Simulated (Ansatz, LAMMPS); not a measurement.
**amorphous Si0.8Ge0.2 (114 atoms): close-ups with forces and charges**

Density of this cell: 2.89 g/cm³. The cell holds 114 atoms: 91 Si and 23 Ge. Its edges and angles: a = 13.435 Å, b = 13.435 Å, c = 13.435 Å, α = 90.0°, β = 90.0°, γ = 90.0°. The starting structure: 114 atoms (91 Si, 23 Ge) placed at random at 2.89 g/cm³, melted at 3500 K for 10 ps at fixed volume with the Tersoff potential (Tersoff, Phys. Rev. B 39, 5566 (1989)). Quenched from 3100 K to 500 K at 50 K/ps and fixed volume, held 5 ps, then minimised at fixed cell.

Method: Kohn-Sham DFT, PBE, PAW (set soft_2), plane waves (Ansatz 0.2.0; cutoff 420 eV, Γ point, fermi-dirac smearing of 0.05 eV), at the last frame of 96 fs of DFT dynamics near 410 K.

The whole cell was solved; only parts of it are printed.

A closer look about Ge98, which has 5 bonded neighbours where the commonest count for Ge is 4: 22 atoms, nearest first, numbered in the order of the input, with positions taken from that point.

| atom | x | y | z | distance (Å) | bonds | Löwdin charge (e) | Fx | Fy | Fz (eV/Å) |
| --- | --- | --- | --- | --- | --- | --- | --- | --- | --- |
| Ge98 | 0.00 | 0.00 | 0.00 | 0.00 | 5 | 0.02 | -1.32 | 1.10 | 0.31 |
| Si61 | 2.23 | -0.56 | 0.37 | 2.33 | 5 | 0.10 | 0.97 | -0.88 | -0.01 |
| Si64 | -1.90 | -1.61 | -0.07 | 2.50 | 4 | 0.07 | 0.90 | -0.65 | 0.28 |
| Si23 | -0.35 | 1.15 | 2.29 | 2.58 | 4 | 0.06 | 0.36 | 0.03 | -0.15 |
| Si11 | 0.53 | 1.40 | -2.27 | 2.71 | 6 | 0.11 | -0.19 | -0.64 | -0.35 |
| Ge107 | -1.10 | 2.62 | -0.44 | 2.87 | 5 | 0.00 | -0.20 | -0.09 | 0.24 |
| Ge99 | 1.28 | -2.58 | 1.75 | 3.37 | 4 | 0.05 | 0.02 | 0.60 | -0.27 |
| Si42 | -0.48 | -3.57 | 0.37 | 3.62 | 5 | 0.02 | -0.85 | 0.26 | 0.00 |
| Si56 | 0.71 | -0.48 | 3.60 | 3.70 | 5 | 0.08 | 0.29 | 0.03 | 0.22 |
| Ge92 | 1.82 | -3.00 | -1.21 | 3.71 | 4 | -0.01 | -0.15 | -0.02 | 1.13 |
| Ge101 | -0.52 | -0.67 | -3.63 | 3.72 | 4 | -0.04 | 0.10 | 0.12 | 0.09 |
| Ge96 | -2.52 | -1.86 | -2.34 | 3.91 | 4 | -0.01 | -0.63 | 0.00 | -0.77 |
| Si83 | 3.66 | 0.09 | -1.56 | 3.98 | 4 | 0.06 | -0.14 | -0.38 | 0.36 |
| Si36 | -2.58 | 1.12 | 2.91 | 4.05 | 4 | 0.06 | -0.23 | -0.08 | 0.52 |
| Ge114 | 3.08 | -0.15 | 2.84 | 4.20 | 5 | -0.04 | 0.66 | 0.24 | -0.12 |
| Si33 | 1.43 | -2.15 | -3.36 | 4.24 | 4 | 0.08 | 0.93 | 0.21 | -0.40 |
| Si90 | 0.34 | 4.28 | 0.74 | 4.36 | 4 | 0.06 | 1.45 | -0.64 | -0.82 |
| Si24 | -3.55 | 2.50 | 1.06 | 4.47 | 5 | 0.06 | -0.13 | -0.25 | -0.60 |
| Si39 | 0.43 | 3.40 | 2.87 | 4.47 | 4 | 0.03 | -1.01 | -0.57 | 0.37 |
| Si59 | -4.04 | -1.68 | 0.93 | 4.48 | 4 | 0.05 | -0.02 | 0.14 | 0.11 |
| Si6 | -0.93 | 3.36 | -2.85 | 4.50 | 6 | 0.08 | -0.45 | -0.48 | -0.27 |
| Si69 | 3.08 | 1.85 | -3.03 | 4.70 | 5 | 0.03 | -0.31 | 0.88 | -0.48 |

The column of bonds counts only the pairs Si-Si within 2.98 Å, Si-Ge within 3.02 Å, Ge-Ge within 2.93 Å; other neighbours, such as metal atoms beside each other in a compound, aren't counted, and periodic images can show an atom twice.

Local excerpt of 46 atoms (numbers count through the whole input) about Si12, which bears the longest force; x, y, z are measured from there.

| atom | x | y | z | distance (Å) | bonds | Löwdin charge (e) | Fx | Fy | Fz (eV/Å) |
| --- | --- | --- | --- | --- | --- | --- | --- | --- | --- |
| Si12 | 0.00 | 0.00 | 0.00 | 0.00 | 4 | 0.05 | -1.77 | -0.35 | 0.07 |
| Si37 | 0.43 | -0.87 | 2.07 | 2.29 | 4 | 0.05 | 0.20 | -0.15 | 0.90 |
| Si29 | 1.62 | 1.58 | -0.40 | 2.30 | 4 | 0.03 | -0.04 | -0.02 | 0.16 |
| Si20 | -2.39 | 0.77 | 0.04 | 2.51 | 4 | 0.05 | 1.39 | 0.52 | -0.05 |
| Si47 | -1.21 | -1.95 | -1.01 | 2.51 | 4 | 0.06 | 0.61 | 0.21 | -0.86 |
| Ge105 | 0.13 | 3.07 | -1.52 | 3.43 | 4 | 0.03 | -0.54 | 0.63 | -0.04 |
| Si13 | 0.94 | -3.08 | 1.44 | 3.53 | 4 | 0.05 | 0.59 | 0.28 | -0.62 |
| Si84 | 2.94 | 0.44 | -1.92 | 3.54 | 4 | 0.07 | -0.52 | -0.47 | -0.22 |
| Si85 | 1.98 | -1.77 | -2.42 | 3.60 | 4 | 0.03 | 0.12 | 0.95 | 0.06 |
| Si25 | -3.38 | -1.18 | -0.58 | 3.62 | 4 | 0.07 | -0.34 | -0.40 | -0.36 |
| Ge100 | -2.69 | 0.94 | 2.48 | 3.78 | 4 | 0.02 | 0.78 | 0.53 | -0.43 |
| Si10 | -0.15 | -1.76 | -3.34 | 3.78 | 4 | 0.02 | -0.75 | -0.42 | 0.58 |
| Si33 | 1.66 | 3.21 | 1.30 | 3.84 | 4 | 0.08 | 0.93 | 0.21 | -0.40 |
| Si76 | -2.50 | 2.20 | -2.02 | 3.90 | 5 | 0.02 | 0.32 | -0.47 | -0.64 |
| Ge111 | 2.49 | -0.05 | 3.10 | 3.98 | 4 | 0.02 | -0.09 | -0.42 | -0.45 |
| Si66 | -1.00 | -0.19 | 3.88 | 4.01 | 4 | 0.05 | 0.41 | -0.33 | 0.06 |
| Si32 | 2.53 | -3.08 | -0.54 | 4.02 | 4 | 0.01 | -0.52 | -0.83 | 1.30 |
| Si63 | 4.34 | -0.13 | 1.49 | 4.59 | 4 | 0.02 | -0.43 | -0.95 | -0.88 |
| Ge92 | 2.05 | 2.36 | 3.45 | 4.66 | 4 | -0.01 | -0.15 | -0.02 | 1.13 |
| Si50 | -1.85 | -4.32 | -0.65 | 4.74 | 5 | 0.09 | -0.11 | 0.27 | 0.20 |
| Ge96 | -2.29 | 3.50 | 2.32 | 4.78 | 4 | -0.01 | -0.63 | 0.00 | -0.77 |
| Ge101 | -0.28 | 4.69 | 1.04 | 4.81 | 4 | -0.04 | 0.10 | 0.12 | 0.09 |
| Si74 | 0.97 | 2.89 | -3.90 | 4.95 | 5 | 0.14 | -0.85 | 0.85 | 0.35 |
| Si45 | 4.90 | 0.55 | -0.81 | 4.99 | 4 | 0.03 | 0.71 | -0.43 | 0.68 |
| Si6 | -0.70 | -4.72 | 1.82 | 5.10 | 6 | 0.08 | -0.45 | -0.48 | -0.27 |
| Si67 | 3.08 | 2.05 | -3.58 | 5.15 | 4 | 0.06 | 0.59 | -0.01 | -0.50 |
| Ge112 | -4.44 | -2.52 | 1.02 | 5.20 | 4 | 0.00 | -0.77 | -0.90 | 0.37 |
| Si88 | -1.35 | 2.74 | -4.39 | 5.35 | 4 | 0.06 | -0.85 | -0.71 | -0.36 |
| Si42 | -0.24 | 1.79 | 5.04 | 5.35 | 5 | 0.02 | -0.85 | 0.26 | 0.00 |
| Si79 | 4.65 | -2.55 | 1.19 | 5.43 | 5 | 0.08 | -0.54 | 0.40 | -0.14 |
| Ge93 | 2.99 | -3.84 | 2.52 | 5.48 | 4 | 0.00 | 0.08 | -0.80 | -0.47 |
| Ge104 | -4.89 | -0.86 | -2.38 | 5.51 | 4 | -0.02 | -0.33 | -1.21 | -0.05 |
| Si60 | -4.11 | 1.03 | -3.56 | 5.54 | 4 | 0.03 | 0.21 | 0.75 | 0.48 |
| Si14 | -3.28 | 4.35 | -1.56 | 5.67 | 4 | 0.08 | -0.54 | 0.57 | -0.33 |
| Si48 | -4.97 | 0.62 | 2.80 | 5.74 | 5 | 0.10 | -0.40 | -0.71 | 0.52 |
| Si28 | -0.86 | -3.86 | -4.19 | 5.76 | 4 | 0.05 | -0.25 | -0.09 | -0.63 |
| Si2 | 4.18 | 3.72 | 1.41 | 5.76 | 4 | 0.07 | -0.87 | 0.70 | -0.08 |
| Si44 | 3.02 | -2.21 | -4.44 | 5.81 | 4 | 0.07 | 0.97 | -0.42 | 0.35 |
| Si26 | -0.14 | -1.01 | -5.73 | 5.82 | 4 | 0.04 | -0.26 | 0.09 | 0.40 |
| Si43 | 1.97 | -5.57 | -0.37 | 5.92 | 4 | 0.09 | 0.21 | 0.98 | 1.11 |
| Si73 | -0.75 | -1.96 | 5.62 | 6.00 | 4 | 0.06 | -0.94 | 0.44 | -0.46 |
| Ge97 | 5.21 | 1.80 | 2.44 | 6.03 | 4 | -0.02 | 1.51 | 0.49 | 0.58 |
| Si54 | 0.97 | 5.33 | -2.67 | 6.04 | 5 | 0.07 | -0.51 | -0.66 | -0.52 |
| Si17 | -3.48 | -4.83 | 1.18 | 6.07 | 5 | 0.03 | -0.03 | 0.31 | 0.07 |
| Si38 | -0.34 | -6.11 | -0.28 | 6.12 | 6 | 0.08 | 0.05 | -0.31 | 0.29 |
| Si64 | -1.67 | 3.75 | 4.60 | 6.16 | 4 | 0.07 | 0.90 | -0.65 | 0.28 |

The column of bonds counts only the pairs Si-Si within 2.98 Å, Si-Ge within 3.02 Å, Ge-Ge within 2.93 Å; other neighbours, such as metal atoms beside each other in a compound, aren't counted, and periodic images can show an atom twice.

A closer look about Si74, whose charge lies farthest from its element's mean: 22 atoms, nearest first, numbered in the order of the input, with positions taken from that point.

| atom | x | y | z | distance (Å) | bonds | Löwdin charge (e) | Fx | Fy | Fz (eV/Å) |
| --- | --- | --- | --- | --- | --- | --- | --- | --- | --- |
| Si74 | 0.00 | 0.00 | 0.00 | 0.00 | 5 | 0.14 | -0.85 | 0.85 | 0.35 |
| Si67 | 2.11 | -0.84 | 0.32 | 2.29 | 4 | 0.06 | 0.59 | -0.01 | -0.50 |
| Si56 | -0.02 | 1.99 | -1.27 | 2.37 | 5 | 0.08 | 0.29 | 0.03 | 0.22 |
| Si88 | -2.32 | -0.15 | -0.49 | 2.37 | 4 | 0.06 | -0.85 | -0.71 | -0.36 |
| Ge105 | -0.84 | 0.18 | 2.38 | 2.53 | 4 | 0.03 | -0.54 | 0.63 | -0.04 |
| Si54 | 0.00 | 2.44 | 1.23 | 2.73 | 5 | 0.07 | -0.51 | -0.66 | -0.52 |
| Si65 | 1.97 | -1.61 | -1.88 | 3.16 | 4 | 0.06 | -0.35 | -1.04 | -0.31 |
| Ge99 | 0.55 | -0.10 | -3.12 | 3.17 | 4 | 0.05 | 0.02 | 0.60 | -0.27 |
| Si87 | 3.26 | 1.23 | 0.11 | 3.49 | 5 | 0.07 | 0.42 | 0.18 | 0.18 |
| Si84 | 1.97 | -2.45 | 1.97 | 3.71 | 4 | 0.07 | -0.52 | -0.47 | -0.22 |
| Si40 | -2.22 | -1.95 | -2.33 | 3.76 | 4 | 0.01 | -0.38 | 0.94 | 0.74 |
| Si29 | 0.65 | -1.31 | 3.50 | 3.79 | 4 | 0.03 | -0.04 | -0.02 | 0.16 |
| Ge114 | 2.34 | 2.32 | -2.03 | 3.87 | 5 | -0.04 | 0.66 | 0.24 | -0.12 |
| Si76 | -3.47 | -0.69 | 1.88 | 4.01 | 5 | 0.02 | 0.32 | -0.47 | -0.64 |
| Si89 | -2.27 | 2.92 | 1.88 | 4.16 | 4 | 0.08 | 0.06 | 0.38 | -0.13 |
| Si26 | -1.11 | -3.90 | -1.83 | 4.45 | 4 | 0.04 | -0.26 | 0.09 | 0.40 |
| Si16 | -4.11 | 1.29 | -1.52 | 4.57 | 4 | 0.06 | 0.20 | 0.32 | -0.58 |
| Si23 | -1.08 | 3.62 | -2.59 | 4.58 | 4 | 0.06 | 0.36 | 0.03 | -0.15 |
| Si5 | 1.11 | -3.92 | -2.33 | 4.69 | 4 | 0.05 | 1.13 | 1.29 | -0.21 |
| Si42 | -1.21 | -1.10 | -4.50 | 4.79 | 5 | 0.02 | -0.85 | 0.26 | 0.00 |
| Si10 | -1.12 | -4.64 | 0.55 | 4.81 | 4 | 0.02 | -0.75 | -0.42 | 0.58 |
| Ge108 | 1.46 | 4.38 | 1.40 | 4.82 | 4 | -0.03 | 0.42 | -0.09 | -1.39 |

The column of bonds counts only the pairs Si-Si within 2.98 Å, Si-Ge within 3.02 Å, Ge-Ge within 2.93 Å; other neighbours, such as metal atoms beside each other in a compound, aren't counted, and periodic images can show an atom twice.

The surroundings of Si76, picked at random, nearest first, numbered as they follow in the input and with coordinates relative to it.

| atom | x | y | z | distance (Å) | bonds | Löwdin charge (e) | Fx | Fy | Fz (eV/Å) |
| --- | --- | --- | --- | --- | --- | --- | --- | --- | --- |
| Si76 | 0.00 | 0.00 | 0.00 | 0.00 | 5 | 0.02 | 0.32 | -0.47 | -0.64 |
| Si14 | -0.78 | 2.15 | 0.46 | 2.33 | 4 | 0.08 | -0.54 | 0.57 | -0.33 |
| Si60 | -1.61 | -1.17 | -1.54 | 2.51 | 4 | 0.03 | 0.21 | 0.75 | 0.48 |
| Si20 | 0.11 | -1.43 | 2.06 | 2.51 | 4 | 0.05 | 1.39 | 0.52 | -0.05 |
| Si88 | 1.16 | 0.54 | -2.36 | 2.69 | 4 | 0.06 | -0.85 | -0.71 | -0.36 |
| Ge105 | 2.64 | 0.87 | 0.50 | 2.82 | 4 | 0.03 | -0.54 | 0.63 | -0.04 |
| Ge113 | -2.19 | 2.59 | -1.58 | 3.74 | 4 | -0.03 | -0.11 | 0.05 | -0.35 |
| Si25 | -0.87 | -3.38 | 1.44 | 3.78 | 4 | 0.07 | -0.34 | -0.40 | -0.36 |
| Si89 | 1.20 | 3.61 | 0.01 | 3.81 | 4 | 0.08 | 0.06 | 0.38 | -0.13 |
| Ge104 | -2.39 | -3.06 | -0.36 | 3.90 | 4 | -0.02 | -0.33 | -1.21 | -0.05 |
| Si12 | 2.50 | -2.20 | 2.02 | 3.90 | 4 | 0.05 | -1.77 | -0.35 | 0.07 |
| Si16 | -0.64 | 1.98 | -3.40 | 3.98 | 4 | 0.06 | 0.20 | 0.32 | -0.58 |
| Si74 | 3.47 | 0.69 | -1.88 | 4.01 | 5 | 0.14 | -0.85 | 0.85 | 0.35 |
| Si9 | -0.71 | -2.44 | -3.33 | 4.18 | 4 | 0.07 | 0.52 | 0.58 | -0.41 |
| Si3 | -3.93 | -0.53 | -1.34 | 4.19 | 4 | 0.06 | 0.55 | 0.03 | -1.04 |
| Si52 | -2.78 | 2.98 | 1.67 | 4.41 | 4 | 0.05 | 0.70 | 0.95 | -0.28 |
| Si47 | 1.29 | -4.16 | 1.01 | 4.47 | 4 | 0.06 | 0.61 | 0.21 | -0.86 |
| Si29 | 4.13 | -0.62 | 1.62 | 4.48 | 4 | 0.03 | -0.04 | -0.02 | 0.16 |
| Ge101 | 2.22 | 2.49 | 3.06 | 4.53 | 4 | -0.04 | 0.10 | 0.12 | 0.09 |
| Ge96 | 0.22 | 1.30 | 4.34 | 4.54 | 4 | -0.01 | -0.63 | 0.00 | -0.77 |
| Si78 | -4.45 | 0.14 | 0.95 | 4.55 | 4 | 0.05 | -0.62 | -0.20 | 0.51 |
| Si40 | 1.25 | -1.26 | -4.21 | 4.56 | 4 | 0.01 | -0.38 | 0.94 | 0.74 |
| Ge100 | -0.19 | -1.27 | 4.50 | 4.68 | 4 | 0.02 | 0.78 | 0.53 | -0.43 |
| Si54 | 3.48 | 3.13 | -0.65 | 4.72 | 5 | 0.07 | -0.51 | -0.66 | -0.52 |
| Si46 | -3.50 | -0.21 | 3.19 | 4.74 | 4 | -0.02 | 0.04 | 1.23 | 0.43 |
| Si10 | 2.36 | -3.96 | -1.32 | 4.79 | 4 | 0.02 | -0.75 | -0.42 | 0.58 |
| Si62 | -2.31 | 1.96 | 3.72 | 4.80 | 4 | 0.04 | 0.28 | -1.18 | 0.43 |
| Si34 | -4.38 | 1.57 | -2.28 | 5.19 | 4 | 0.04 | 0.31 | -0.49 | 0.46 |
| Si56 | 3.45 | 2.68 | -3.15 | 5.39 | 5 | 0.08 | 0.29 | 0.03 | 0.22 |
| Si33 | 4.16 | 1.01 | 3.32 | 5.42 | 4 | 0.08 | 0.93 | 0.21 | -0.40 |
| Si26 | 2.37 | -3.21 | -3.71 | 5.45 | 4 | 0.04 | -0.26 | 0.09 | 0.40 |
| Si30 | 0.50 | 5.34 | -1.53 | 5.58 | 4 | 0.03 | -0.25 | 0.43 | -0.42 |
| Si48 | -2.46 | -1.58 | 4.82 | 5.64 | 5 | 0.10 | -0.40 | -0.71 | 0.52 |
| Si81 | -0.30 | -4.77 | -3.05 | 5.67 | 4 | 0.03 | 0.34 | -0.84 | -0.51 |
| Si84 | 5.44 | -1.76 | 0.10 | 5.72 | 4 | 0.07 | -0.52 | -0.47 | -0.22 |
| Si36 | 0.16 | 4.27 | -3.84 | 5.75 | 4 | 0.06 | -0.23 | -0.08 | 0.52 |
| Si67 | 5.58 | -0.15 | -1.55 | 5.80 | 4 | 0.06 | 0.59 | -0.01 | -0.50 |
| Si38 | 2.17 | 5.13 | 1.74 | 5.83 | 6 | 0.08 | 0.05 | -0.31 | 0.29 |
| Si1 | -4.40 | -2.17 | -3.20 | 5.85 | 4 | 0.07 | -0.18 | 0.54 | -0.01 |
| Si18 | -4.72 | -3.47 | 0.33 | 5.87 | 4 | 0.09 | -0.03 | 0.23 | -0.30 |
| Si55 | -2.19 | -5.18 | -1.74 | 5.89 | 4 | 0.05 | -0.17 | -0.21 | 0.67 |
| Si37 | 2.93 | -3.07 | 4.10 | 5.90 | 4 | 0.05 | 0.20 | -0.15 | 0.90 |
| Ge112 | -1.93 | -4.72 | 3.05 | 5.94 | 4 | 0.00 | -0.77 | -0.90 | 0.37 |
| Si75 | -2.54 | -2.50 | -4.79 | 5.97 | 4 | 0.05 | -0.03 | -0.35 | 0.08 |
| Si31 | -2.71 | 4.90 | -2.12 | 5.99 | 4 | 0.07 | 0.29 | -0.10 | 0.36 |
| Si85 | 4.49 | -3.97 | -0.40 | 6.00 | 4 | 0.03 | 0.12 | 0.95 | 0.06 |
| Si19 | -2.31 | 5.41 | 1.44 | 6.06 | 4 | 0.08 | -0.52 | -1.27 | 0.61 |
| Si53 | -5.28 | 2.59 | 1.47 | 6.06 | 5 | 0.05 | 0.16 | -0.25 | 0.27 |
| Si59 | -1.31 | 1.48 | -5.81 | 6.14 | 4 | 0.05 | -0.02 | 0.14 | 0.11 |

The column of bonds counts only the pairs Si-Si within 2.98 Å, Si-Ge within 3.02 Å, Ge-Ge within 2.93 Å; other neighbours, such as metal atoms beside each other in a compound, aren't counted, and periodic images can show an atom twice.

Neighbours are counted within 2.98 Å (Si-Si), 3.02 Å (Si-Ge), 2.93 Å (Ge-Ge), the cutoffs taken from the dynamics.

Length of the force by element and coordination:

| element | coordination | atoms | mean length of the force (eV/Å) | spread | least | most |
| --- | --- | --- | --- | --- | --- | --- |
| Ge | all | 23 | 0.849 | 0.438 | 0.174 | 1.75 |
| Ge | 4 | 20 | 0.836 | 0.407 | 0.174 | 1.69 |
| Ge | 5 | 3 | 0.930 | 0.598 | 0.330 | 1.75 |
| Si | all | 91 | 0.849 | 0.397 | 0.166 | 1.81 |
| Si | 4 | 67 | 0.904 | 0.394 | 0.166 | 1.81 |
| Si | 5 | 21 | 0.705 | 0.385 | 0.215 | 1.70 |
| Si | 6 | 3 | 0.631 | 0.144 | 0.429 | 0.754 |

Löwdin charges by element and coordination (they lack the spilled electrons, 0.043 e an atom on average):

| element | coordination | atoms | mean charge (e) | spread | least | most |
| --- | --- | --- | --- | --- | --- | --- |
| Ge | all | 23 | -0.0093 | 0.0266 | -0.0563 | 0.0475 |
| Ge | 4 | 20 | -0.0092 | 0.0269 | -0.0563 | 0.0475 |
| Ge | 5 | 3 | -0.0101 | 0.0247 | -0.0427 | 0.0171 |
| Si | all | 91 | 0.0563 | 0.0274 | -0.0157 | 0.136 |
| Si | 4 | 67 | 0.0523 | 0.0226 | -0.0157 | 0.108 |
| Si | 5 | 21 | 0.0647 | 0.0365 | 7.0e-4 | 0.136 |
| Si | 6 | 3 | 0.0881 | 0.0159 | 0.0752 | 0.111 |

The quench rate of 50 K/ps is many orders above laboratory rates, so the cell is likely richer in defects and strain than a real sample. The network of bonds at the start is that of the classical potential that made the cell, and needn't be the one that DFT or experiment would give. Only the Γ point is sampled, in a cell whose shortest periodic width is 13 Å, which is coarse for a cell with partly filled levels. The Löwdin charges lack the electrons that the projection spills, 0.043 e an atom on average.

[Hosts, paths, dates, database ids (printed as entryN), source tags and the programs' standing remarks are cut or masked in the printed files.]
